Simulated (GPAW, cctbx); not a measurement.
# MgMn2Al2: deformation density and structure factors from DFT

Aim: compute the bonding part of the density of MgMn2Al2, find which reflections carry it, and see how it biases an ordinary refinement.

The start was made by putting kin elements into a known structure type; the compound need not exist, or be stable, in this form. All numbers below are calculated.

## 1. Relax the structure

The density hangs on the geometry, so cell and atoms are relaxed first, with the symmetry held. The cutoff is set higher than for the density because stress converges slowly with plane waves.

Settings: GPAW 26.7.0, PBE, 570 eV, 5×5×5 k-points, Fermi–Dirac width 0.1 eV, spin-polarised, BFGS to 0.03 eV/Å.

```text
cell
1.0
     0.000000000   -3.977000000    0.000000000
     3.977000000    0.000000000    0.000000000
    -1.988500000    1.988500000    4.930500000
Mn Al Mg
2 2 1
Direct
0.750000000 0.250000000 0.500000000
0.250000000 0.750000000 0.500000000
0.617600000 0.617600000 0.235200000
0.382400000 0.382400000 0.764800000
0.000000000 0.000000000 0.000000000
```

```console
$ OMP_NUM_THREADS=1 mpirun -n 4 gpaw python run.py > gpaw.log
```

```text
BFGS:    0      -26.987579        1.697633
BFGS:    1      -27.048001        1.520704
BFGS:    2      -27.242622        0.713770
BFGS:    3      -27.285458        0.735451
...
BFGS:   11      -27.485122        0.478081
BFGS:   12      -27.501397        0.124095
BFGS:   13      -27.503605        0.012847
cell  3.8610 3.8610 6.3627  107.66 107.66 90.00
volume 85.678 A^3, largest force 0.008 eV/A, largest stress 0.12 GPa
```

The cell moved far, while the k-mesh and basis were chosen for the start, so the final shape may be somewhat biased.

After 13 steps the volume has changed by +9.9 % and the energy by -0.516 eV; the largest stress left is 0.12 GPa. It took 5.1 min on 4 cores of Intel(R) Xeon(R) Platinum 8488C (Sapphire Rapids) (shared host), peak memory 1.5 GiB.

Relaxed structure: I4/mmm (no. 139), a = 3.8610 Å, b = 3.8610 Å, c = 11.4945 Å, α = 90.00°, β = 90.00°, γ = 90.00°.

```
atom  mult.    x    y       z
 Mn1      4    0  1/2     1/4
 Al1      4  1/2  1/2  0.1111
 Mg1      2    0    0       0
```

## 2. The all-electron density

X-rays see the whole electron density, so the PAW density is rebuilt with its core regions. Subtracting spherical free atoms from the same code cancels the cores and leaves the deformation density Δρ, the part due to bonding.

Settings: PBE, 450 eV, 6×6×6 k-points, Fermi–Dirac width 0.1 eV, spin-polarised; primitive cell of 5 atoms.

```console
$ OMP_NUM_THREADS=1 mpirun -n 4 gpaw python run.py > gpaw.log
```

```text
|iter:   1|       0s |  -28.193520 | +0.28 |       |  +8.0325|
|iter:   2|       2s |  -27.586677 | -1.63 | -0.93 |  +7.9131|
|iter:   3|       4s |  -27.198125 | -1.95 | -1.04 |  +7.4542|
...
|iter:  10|      17s |  -27.426051c| -6.18 | -3.53 |  +5.3452|
|iter:  11|      19s |  -27.426041c| -6.74 | -4.12c|  +5.3471|
|iter:  12|      20s |  -27.426038c| -7.90c| -4.82c|  +5.3471|
```

```text
gpts.py:43: UserWarning: Initial realspace grid (20,20,32) inconsistent with symmetries.
gpts.py:43: UserWarning: Initial realspace grid (20,20,32) inconsistent with symmetries.
gpts.py:43: UserWarning: Initial realspace grid (20,20,32) inconsistent with symmetries.
gpts.py:43: UserWarning: Initial realspace grid (20,20,32) inconsistent with symmetries.
gpts.py:70: UserWarning: Using symmetrized grid: (32,32,32).
gpts.py:70: UserWarning: Using symmetrized grid: (32,32,32).
gpts.py:70: UserWarning: Using symmetrized grid: (32,32,32).
gpts.py:70: UserWarning: Using symmetrized grid: (32,32,32).
grid (64, 64, 64)  electrons 88.000  moved by bonding 0.782 e
deformation density beyond 0.5 A of the nuclei: max 0.110, min -0.055 e/A^3
atom        x       y       z   Voronoi charge  moment
Mn1    0.7500  0.2500  0.5000     -0.104       2.67
Mn2    0.2500  0.7500  0.5000     -0.104       2.67
Al3    0.6111  0.6111  0.2223     -0.058      -0.05
Al4    0.3889  0.3889  0.7777     -0.058      -0.05
Mg5    0.0000  0.0000  0.0000      0.324      -0.02
mean inner potential of superposed free atoms 17.317 V
total magnetic moment 5.347 muB
```

Deformation density in a plane through the shortest contact of the Mn atom at the origin, in 0.01 e/Å³ (clipped at ±99); x from -1.6 to 4.1 Å, y from 2.4 down to -2.4 Å:

```text
 -4   .   .  -4   1   4   2   .   .   .  -2  -3  -1  -1  -1  -2
 -5   .   .  -3   2   4   1   7   .   .  -1  -2   0   0  -2  -3
 -3  -3  -2   1   4   5   3   2   4   2   2   2   1   0  -1  -3
  1   1   3   4   4   4   4   4   4   4   4   2   1   1   0  -2
  1   2   3   2   2   2   3   4   5   3   0  -2  -2  -1   0  -1
  0  -1  -2   4   .  11   2   4   4  -1  -4   .  -5  -3   0   0
 -1  -2  -5  11   .   .   3   4   3  -3   .   .  -3  -3   0   1
 -1  -1  -3   8   .   8   0   3   3  -2  -4   .  -4  -1   2   1
  0   1   3   2  -1  -5  -2   1   2   0  -3  -4  -2   1   2   1
 -2   1   4   3   0  -2  -1   0   1   1   0  -1   0   2   2   0
  0   3   1   1   0  -1  -1   0   0   0   0   0   0   1   0  -1
  .   .   1  -3  -1  -1  -1  -2  -2  -2  -2  -1  -1   0   0  -1
  .   .   2  -4  -1  -1  -1  -3  -4  -4  -4  -3  -1   0   0   0
```

Atoms in or within 0.15 Å of the plane: Mn (0.0, 0.0), Mn (-1.5, -2.3), Mn (1.5, 2.3), Al (-1.0, 2.3), Al (2.5, 0.0) Å. Dots mark points within about 0.45 Å of a nucleus; large values next to them are atomic features.

Mn gains most (-0.10 e) and Mg loses most (+0.32 e), which isn't the order of electronegativity: valence and coordination count too, and Voronoi cells cut space at the midplane whatever the atoms' sizes. Along the shortest contact from the Mn atom at the map's origin, Mn–Al at 2.50 Å, Δρ is +0.04 e/Å³ at the midpoint: little piles up between the atoms. At the midpoints of other shortest contacts it is +0.07 (Al–Al, 2.56 Å), +0.04 (Mn–Mn, 2.73 Å) and 0.00 (Al–Mg, 3.01 Å) e/Å³. Point values carry grid noise of about 0.01 e/Å³. The cell's moment is 5.35 μB; the largest inside an atomic sphere is 2.67 μB. The run needed 12 iterations, 34 s.

## 3. From the density to structure factors

The Fourier components of Δρ, added to those of the free atoms, give the static X-ray structure factors; the Mott–Bethe relation turns them into the Fourier components V of the potential that fast electrons feel.

```text
static structure factors of the conventional cell: F in electrons, V (Mott-Bethe) in volts
   h  k  l      d  |F| table  |F| free   |F| DFT   change   |V| free  |V| DFT  change %
   0  0  2  5.7473    62.824    62.884    63.825    0.941     3.621    2.790    -23.0
   1  0  1  3.6600    12.223    12.254    12.673    0.419     1.282    1.131    -11.7
   0  0  4  2.8736    61.792    61.522    61.882    0.360     3.005    2.926     -2.6
   1  1  0  2.7301    22.674    22.364    22.654    0.291     0.326    0.268    -17.8
   1  0  3  2.7196    36.791    36.813    36.709   -0.105     2.612    2.633      0.8
   1  1  2  2.4660    99.417    99.062    98.932   -0.130     5.524    5.545      0.4
   1  1  4  1.9793    84.741    84.380    84.145   -0.235     4.243    4.268      0.6
   1  0  5  1.9753    47.732    47.652    47.055   -0.596     2.630    2.692      2.4
   2  0  0  1.9305   117.645   117.190   116.766   -0.424     5.863    5.905      0.7
   0  0  6  1.9158    68.821    68.487    68.101   -0.386     3.287    3.325      1.2
   2  0  2  1.8300    45.274    44.997    44.747   -0.249     1.970    1.992      1.1
   2  1  1  1.7075     9.298     9.301     9.205   -0.096     0.509    0.517      1.5
   2  0  4  1.6025    47.267    47.047    47.135    0.088     1.929    1.923     -0.3
   2  1  3  1.5742    29.803    29.707    29.579   -0.128     1.346    1.355      0.6
```

The largest X-ray change is +0.94 e on 002, 1.5 % of |F|. For electrons V goes as (Z − F)/g², so a change of F counts against Z − F, which is small at low angle and wherever the atoms' terms cancel: |V| of 002 moves by -23.0 % (3.62 to 2.79 V) against +1.5 % in |F|. The last three rows change by 0.13 e or less, against 0.94 e at the top: the effect is concentrated at low angle. The tabulated Hartree–Fock atoms differ from the free DFT atoms by up to 0.45 e, so the choice of reference atom matters too.

## 4. Which functional?

The same geometry is run with other functionals, to see whether the bonding signal is larger than the spread between approximations. Free atoms are LDA for LDA and PBE otherwise; meta-GGAs and hybrids keep PBE cores. Any other changed setting is in the row's label.

```csv
run,ΔF 002 (e),ΔF 105 (e),ΔF 200 (e),q(Mn) (e),moved (e),time
PBE,+0.941,-0.596,-0.424,-0.104,0.782,34 s
LDA,+0.984,-0.590,-0.385,-0.117,0.774,31 s
r2SCAN,+0.879,-0.653,-0.486,-0.085,0.875,90 s
PBE 150 eV (unsound),+0.879,-0.613,-0.618,-0.118,0.915,13 s
```

At the base's settings ΔF(002) spans +0.879 to +0.984 e, a spread of 11 % of the PBE value; over the three listed reflections the spread is at most 24 %, so sign and size hold across the functionals. The magnetic state differs between the runs (cell moments PBE 5.35, LDA 5.09, r2SCAN 6.13 μB), and that enters the spread. The run marked unsound (cutoff far too low) misses ΔF(002) by 0.062 e. Times are from shared hosts.

## 5. Refining ordinary atoms against data with bonding

Routine crystallography fits spherical atoms. To see the bias, intensities are simulated from tabulated atoms plus the DFT change ΔF, so that bonding alone can misfit (3912 reflections of the full sphere, merged to the counts below, to 0.45 Å, 1 % proportional noise plus counting noise, assumed isotropic U as listed, Δρ smeared by the mean U) and refined with cctbx over different ranges.

| range | data | R1 | GooF | U Mn1 (true 0.0093) | U Al1 (true 0.0114) | U Mg1 (true 0.0116) | largest shift (Å) | Δρ max, min (e/Å³) |
| --- | --- | --- | --- | --- | --- | --- | --- | --- |
| all data | 332 | 0.0052 | 1.14 | 0.0093 | 0.0113 | 0.0116 | 0.0001 | 0.19, -0.15 |
| low resolution, d > 0.84 | 65 | 0.0049 | 1.79 | 0.0094 | 0.0113 | 0.0117 | 0.0000 | 0.09, -0.07 |
| high order, d < 0.75 | 244 | 0.0054 | 0.89 | 0.0093 | 0.0113 | 0.0116 | 0.0001 | 0.09, -0.15 |
| occupancies free, d > 0.7 | 102 | 0.0045 | 1.56 | 0.0094 | 0.0112 | 0.0117 | 0.0001 | 0.15, -0.10 |

With all data GooF is 1.14, diluted by the many high-angle data; the misfit shows at low resolution; the top residual peak lies 1.28 Å from Al and 1.28 Å from Al, between them. No U is off by more than 3 s.u. at low resolution. With Mn1 held at 1 and the scale free, the other occupancies refine to Al1 0.997(0.002) and Mg1 0.999(0.003), within three s.u. of full.

## 6. Answer

Bonding moves 0.78 e in the primitive cell of MgMn2Al2 and changes the structure factors of the conventional cell in the table above by at most 0.94 e (002, 1.5 %), and among reflections above 2 % of the strongest by up to 3.4 % (101). The shortest bond, Mn–Al, has Δρ = +0.04 e/Å³ at its midpoint. At the base's settings ΔF(002) spans +0.879 to +0.984 e, a spread of 11 % of the PBE value; over the three listed reflections the spread is at most 24 %, so sign and size hold across the functionals. With all data GooF is 1.14, diluted by the many high-angle data. Limits: static density, frozen cores, no spin–orbit coupling; a ferromagnetic start is the only order tried, and the real ground state may be antiferromagnetic or insulating.

[Outputs are excerpts: Python notices, other lines and further rows are left out; steps that failed or that the build refused (PBEsol, TPSS) are not shown.]

[Logs are printed without paths, hosts, clocks, repeated set-up lines and the standing remarks that a program may print on its own settings, such as how far it seeks lower states.]
